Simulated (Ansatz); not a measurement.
# SrMn2, from a guessed structure to a relaxed one, part 2 of 2

This structure for SrMn2 is made up. Its elements were placed in a known structure type with a cell scaled to their sizes. What cell does the guess relax to, and how far off was it?

Ansatz 0.2.0; DFT, PBE, plane-wave PAW, files of the set soft_1, scalar-relativistic, ferromagnetic start, cell and ions relaxed at zero pressure; PAW set soft_1 (the session's first sound run).

So far: Starting point; Relaxing cell and atoms. The relaxed cell has a, b, c = 11.195, 5.425, 4.613 Å (conventional setting).

In doubt: warnings of the run leave room for a lower electronic state, so energies may not be the lowest and differences between runs may mislead.

## (3) Bands of the relaxed cell

A second self-consistent run takes a narrower smearing and the mesh shown in its input; the bands follow along the standard path of the relaxed lattice.

This step: DFT, PBE, plane-wave PAW, files of the set soft_1, scalar-relativistic, ferromagnetic start, bands and density of states at the relaxed cell; PAW set soft_1 (Ansatz 0.2.0).

Contents of input.yaml:

```yaml
crystal:
  lattice:
    - [5.5977300316, -2.7126033888, 0.0]
    - [5.5977300316, 2.7126033888, 0.0]
    - [0.0, 0.0, 4.6131494739]
  atoms:
    - { symbol: Sr, position: [0.2643864423, 0.7356135577, 0.25] }
    - { symbol: Sr, position: [0.7356135577, 0.2643864423, 0.75] }
    - { symbol: Mn, position: [0.6418829408, 0.9129086287, 0.25], spin: 3.4 }
    - { symbol: Mn, position: [0.0870913713, 0.3581170592, 0.25], spin: 3.4 }
    - { symbol: Mn, position: [0.9129086287, 0.6418829408, 0.75], spin: 3.4 }
    - { symbol: Mn, position: [0.3581170592, 0.0870913713, 0.75], spin: 3.4 }
magnetization:
  spin_polarized: true
kpoints:
  mp_grid: { grid: [6, 6, 8] }
  band_path:
    path:
      - [[0.0, 0.0, 0.0], [0.30870684, -0.30870684, 0.0], [0.0, -0.5, 0.0], [0.0, -0.5, -0.5], [0.30870684, -0.30870684, -0.5], [0.0, 0.0, -0.5], [0.0, 0.0, 0.0], [-0.5, -0.5, 0.0], [-0.30870684, -0.69129316, 0.0], [-0.30870684, -0.69129316, -0.5], [-0.5, -0.5, -0.5], [-0.5, -0.5, 0.0]]
      - [[0.0, 0.0, -0.5], [-0.5, -0.5, -0.5]]
    npoints: 6
scf:
  occupations: { method: fermi_dirac, width: 0.03 }
  n_extra_bands: 17
hamiltonian:
  xc: pbe
  pseudopotentials: { kind: paw, azcp: { folder: soft_1 } }
output:
  forces: true
  stress: true
  write_bands: true
  dos: { projected: true }
  write_density: true
  write_potential: true
  elf: true
  volumetric_format: npy
```

The run is started by

```console
> ansatz run input.yaml --threads 4 --pin off --max-ram 10240MiB --backend cpu --events-out ev --progress --plain --runs-dir out
```

Numbers of over 12 decimals in the logs are rounded to 6 here.

The log of the run:

```text
[...]
Crystal: 6 atoms, lattice volume = 140.096 Å³
Basis set: ecut = 420 eV, 2721 PW (Γ), exchange–correlation on 90×90×64 points (8 copies of the dense FFT grid, shifted against one another)
Bands: 57, of which v1, the nominal top of the filled ones, is band 40 counted from 1 (39 counted from 0)
Symmetry: 8 space group operations
[...]
k-points: 65 of 288
[...]
Starting moments: Σ|m| = 13.6 μB on 4 of 6 sites
[...]
SCF iter   1: F=—  HF=-22679.976527 eV  |F-HF|=—  |Δ(HF+E_count)|=         —  Δρ=3.67e-2 (↑3.67e-2 ↓2.10e-2)  dr2=3.73e0  dr2_m=2.42e-1  M=12.379 μB ∫|m|=13.200 μB  β_m=0.30  ethr=3.10e-3  ⟨swp⟩=9.0  Hψ=35195  notcnv=0  defer=1
[...]
SCF iter  13: F=-22680.040917 eV  HF=-22680.040917 eV  |F-HF|=6.18e-10  |Δ(HF+E_count)|=   2.65e-8  Δρ=9.09e-7 (↑8.26e-7 ↓9.09e-7)  dr2=3.85e-9  dr2_m=2.55e-10  M=13.802 μB ∫|m|=15.178 μB  ethr=1.25e-10  ⟨swp⟩=14.4  Hψ=53749  notcnv=0
SCF 1 converged in 13 iterations: F = -22680.040917 eV  dr2 = 3.85e-9
[...]
NSCF: frozen V_eff on 74 k-points
SCF converged after 13 iterations
Magnetization: 13.8020 μB (46.9010 up, 33.0990 down)
Absolute magnetization: 15.1779 μB (∫|ρ↑−ρ↓|, with the PAW one-centre terms)
[...]
Per-site moments (μB) at R_I (Å): [(-0.108536, 1.300488), (-0.108536, 1.300488), (3.446918, 1.109902), (3.446918, 1.109902), (3.446918, 1.109902), (3.446918, 1.109902)]
Free energy (F): -22680.040917 eV
[...]
Internal energy: -22680.019694 eV  (E = F + TS)
E sigma→0 (E₀):  -22680.030305 eV
Entropy (-TS):   -0.021223 eV (-3.537 meV/atom)
Fermi energy:    10.078380 eV
[...]
--- Forces (eV/Å), atoms counted from 1 ---
  atom   1  Sr     0.00000000    -0.00893136     0.00000000
  atom   2  Sr     0.00000000     0.00893136     0.00000000
  atom   3  Mn     0.01995718     0.03016925     0.00000000
  atom   4  Mn    -0.01995718     0.03016925     0.00000000
  atom   5  Mn     0.01995718    -0.03016925     0.00000000
  atom   6  Mn    -0.01995718    -0.03016925     0.00000000
  max |Σ_I F_I| component: 6.94e-18 eV/Å
--- Stress (GPa, compression-positive) ---
        0.107666       0.000000       0.000000
        0.000000       0.112351       0.000000
        0.000000       0.000000       0.278613
  P = ⅓ Tr σ = 0.1662 GPa (1.662 kbar)
--- Band table (eV; the first three rows and the last of 130) ---
  k-point 0 ↑: bands = [... 36 lower, 7.9973, 8.3396, 8.3607, 8.4155, 8.4654, 8.6145, 8.9329, 9.0437, ... 13 higher]
  k-point 1 ↑: bands = [... 36 lower, 8.0182, 8.2675, 8.3497, 8.5066, 8.5247, 8.6730, 8.9228, 8.9323, ... 13 higher]
  k-point 2 ↑: bands = [... 36 lower, 8.2398, 8.3179, 8.3869, 8.5771, 8.6685, 8.6761, 8.9827, 9.0417, ... 13 higher]
  k-point 64 ↓: bands = [... 36 lower, 10.8001, 10.8001, 10.9311, 10.9311, 11.6914, 11.6914, 11.8920, 11.8920, ... 13 higher]
```

The job ended after 45 s (4 threads of Arm Neoverse V1, shared host; peak memory 0.98 GiB; 2.9 min of CPU time).

Reading the cycles: dr2 is the Hartree energy of the density residual (eV), the measure of convergence; HF is the Harris–Foulkes estimate of the energy, which meets the free energy F at convergence.

Numbers from this step:

```yaml
free_energy: -22680.0409 eV
energy_at_zero_smearing: -22680.0303 eV
smearing_term_ts: 0.02122 eV
fermi_energy: 10.08 eV
magnetization: 13.80 μB
absolute_magnetization: 15.18 μB
site_moments: -0.1085, -0.1085, 3.447, 3.447, 3.447, 3.447 μB
pressure: 0.1662 GPa
```

From bands.tsv, the bands that come nearest the Fermi level along the path, at its corners, in eV from the Fermi level:

```tsv
point	band_45_up	band_46_up	band_47_up	band_31_dn	band_32_dn	band_33_dn	band_34_dn	band_35_dn
Γ	-0.18	0.14	0.37	-0.15	-0.11	-0.09	0.06	0.23
X	-0.88	-0.66	1.10	-0.29	-0.23	0.09	0.31	0.41
S	-1.06	-0.10	0.32	-0.29	-0.21	0.27	0.29	0.51
R	-0.56	-0.42	-0.42	-0.29	0.03	0.03	0.20	0.20
A	-0.69	-0.36	-0.36	-0.38	-0.01	-0.01	0.30	0.30
Z	-0.47	0.49	0.49	-0.45	-0.11	-0.11	0.63	0.63
Γ	-0.18	0.14	0.37	-0.15	-0.11	-0.09	0.06	0.23
Y	-0.30	-0.15	0.14	-0.22	-0.20	-0.13	0.17	0.31
X1	-0.88	-0.66	1.10	-0.29	-0.23	0.09	0.31	0.41
A1	-0.69	-0.36	-0.36	-0.38	-0.01	-0.01	0.30	0.30
T	-0.55	0.07	0.07	-0.51	0.14	0.14	0.52	0.52
Y	-0.30	-0.15	0.14	-0.22	-0.20	-0.13	0.17	0.31
Z	-0.47	0.49	0.49	-0.45	-0.11	-0.11	0.63	0.63
T	-0.55	0.07	0.07	-0.51	0.14	0.14	0.52	0.52
```

Spin density in the ab plane of the cell as run, not the conventional one, at fractional z = 0.250, with atoms of Sr and Mn within 0.2 Å of it.

Values in e/Å³, 9 rows by 16 columns, each cell a mean:
```
0.0 0.0 0.0 0.0 0.0 0.0 0.0 0.1 0.5 3.0 5.4 2.4 0.4 0.1 0.0 0.0
0.0 0.0 0.0 0.0 0.0 0.0 0.0 0.0 0.1 0.4 1.6 2.1 0.8 0.2 0.0 0.0
0.0 0.0 0.0 0.0 0.0 0.0 0.0 0.0 0.0 0.0 0.0 0.1 0.2 0.1 0.0 0.0
0.0 0.0 0.0 0.0 0.0 0.0 0.0 0.0 0.0 0.0 0.0 0.0 0.0 0.0 0.1 0.1
1.0 0.7 0.2 0.0 0.0 0.0 0.0 0.0 0.0 0.0 0.0 0.0 0.0 0.0 0.2 0.5
2.5 5.4 2.9 0.5 0.1 0.0 0.0 0.0 0.0 0.0 0.0 0.0 0.0 0.0 0.1 0.5
0.3 1.4 2.1 0.9 0.2 0.0 0.0 0.0 0.0 0.0 0.0 0.0 0.0 0.0 0.0 0.1
0.0 0.1 0.1 0.1 0.1 0.0 0.0 0.1 0.1 0.1 0.0 0.0 0.0 0.0 0.0 0.0
0.0 0.0 0.0 0.0 0.0 0.0 0.0 0.1 0.6 1.1 0.6 0.2 0.0 0.0 0.0 0.0
```
Columns run along a (6.2 Å), rows up along b (6.2 Å). Atoms in or near the plane, at fractional coordinates: Sr at (0.26, 0.74), Mn at (0.64, 0.91), Mn at (0.09, 0.36).

Electrostatic potential energy in the ab plane of the cell as run, not the conventional one, at fractional z = 0.250, with atoms of Sr and Mn within 0.2 Å of it. With pseudopotentials it is smooth inside the atoms' cores, unlike the true potential.

Values in eV, 9 rows by 16 columns, each cell a mean:
```
  5  -2 -10  -8   2   8  10   5 -22 -59 -70 -52 -13   8  11   9
  6  -6 -58 -81 -66 -28   2   8   6 -11 -38 -50 -33  -2   9  10
 11   5 -16 -68 -87 -86 -44  -1   8  10   9   3   1   5  10  12
  8   9   8   0 -23 -45 -34  -6   4  10  12  12  12  10   8   7
-34 -23  -2   8   8   6   4   4   6   9  11  13  13  10   1 -23
-56 -70 -55 -18   7  11  12  11  11  11  11  12  13  12   7 -17
 -7 -35 -49 -37  -5   9  12  13  13  13  12  12  12  13  12   8
 11   8   4   1   5   9  10   8   7   9  11  12  12  12  12  12
  9   8   9  10  11  11   9  -1 -25 -34 -19   1  10  12  11  10
```
Columns run along a (6.2 Å; values clipped at the 3rd and 97th percentile), rows up along b (6.2 Å). Atoms in or near the plane, at fractional coordinates: Sr at (0.26, 0.74), Mn at (0.64, 0.91), Mn at (0.09, 0.36).

ELF in the ab plane of the cell as run, not the conventional one, at fractional z = 0.250, with atoms of Sr and Mn within 0.2 Å of it. It is the smooth field of the valence electrons, not physical close to the nuclei.

Values, 9 rows by 16 columns, each cell a mean:
```
0.22 0.59 0.67 0.55 0.34 0.20 0.24 0.19 0.34 0.64 0.75 0.57 0.29 0.22 0.23 0.10
0.17 0.69 0.83 0.60 0.62 0.70 0.35 0.12 0.15 0.25 0.46 0.55 0.42 0.22 0.25 0.20
0.25 0.23 0.67 0.66 0.25 0.48 0.82 0.50 0.11 0.17 0.21 0.21 0.20 0.19 0.30 0.41
0.29 0.21 0.15 0.39 0.68 0.78 0.83 0.75 0.27 0.11 0.29 0.39 0.33 0.25 0.22 0.26
0.44 0.35 0.20 0.13 0.13 0.22 0.33 0.31 0.15 0.09 0.21 0.42 0.41 0.24 0.17 0.34
0.60 0.75 0.60 0.30 0.17 0.24 0.25 0.21 0.18 0.20 0.28 0.40 0.46 0.37 0.21 0.31
0.25 0.44 0.56 0.44 0.21 0.21 0.35 0.40 0.42 0.43 0.44 0.45 0.46 0.47 0.39 0.24
0.27 0.22 0.23 0.24 0.22 0.25 0.26 0.20 0.21 0.25 0.33 0.42 0.46 0.45 0.40 0.34
0.10 0.12 0.14 0.21 0.33 0.42 0.29 0.20 0.35 0.43 0.33 0.22 0.28 0.37 0.26 0.13
```
Columns run along a (6.2 Å), rows up along b (6.2 Å). Atoms in or near the plane, at fractional coordinates: Sr at (0.26, 0.74), Mn at (0.64, 0.91), Mn at (0.09, 0.36).

## (4) Summary of results

```json
{
  "space group, relaxed": "Cmcm",
  "conventional cell": "a = 11.195, b = 5.425, c = 4.613 Å; α = 90.0°, β = 90.0°, γ = 90.0°",
  "volume per atom": "23.35 Å³ (guess 24.44)",
  "total moment": "13.73 μB in the cell of 6 atoms"
}
```

In words: SrMn2 relaxes to Cmcm with a = 11.195, b = 5.425 and c = 4.613 Å. The guessed volume was 5 % too large. The space group Cmcm was held in the relaxation, so the end point is a stationary structure within it and may be a saddle against distortions or other arrangements. The input starts from parallel moments, and no other start was typed. The electronic state may lie above the lowest one. Bands cross the Fermi level, so it is a metal or semimetal at this level. On the 6×6×8 mesh with the narrower smearing (relaxed on 6×6×5) the largest force component is 0.030 eV/Å and the largest stress component is 0.279 GPa, against the relaxation's thresholds of 0.015 eV/Å and 0.05 GPa. The cutoff wasn't tested. A vector of the cell changed its length by 11 %, more than the volume shows. No dispersion term is used, so weakly bound directions may come out too long. The program estimates, without running it, that another magnetic order lies lower than the one relaxed here. Nothing here tests whether the compound is stable against decomposition.

[Logs are printed without paths, hosts, clocks, repeated set-up lines and the standing remarks that a program may print on its own settings, such as how far it seeks lower states.]

[Hosts, paths, dates, database ids (printed as entryN), source tags and the programs' standing remarks are cut or masked in the printed files.]
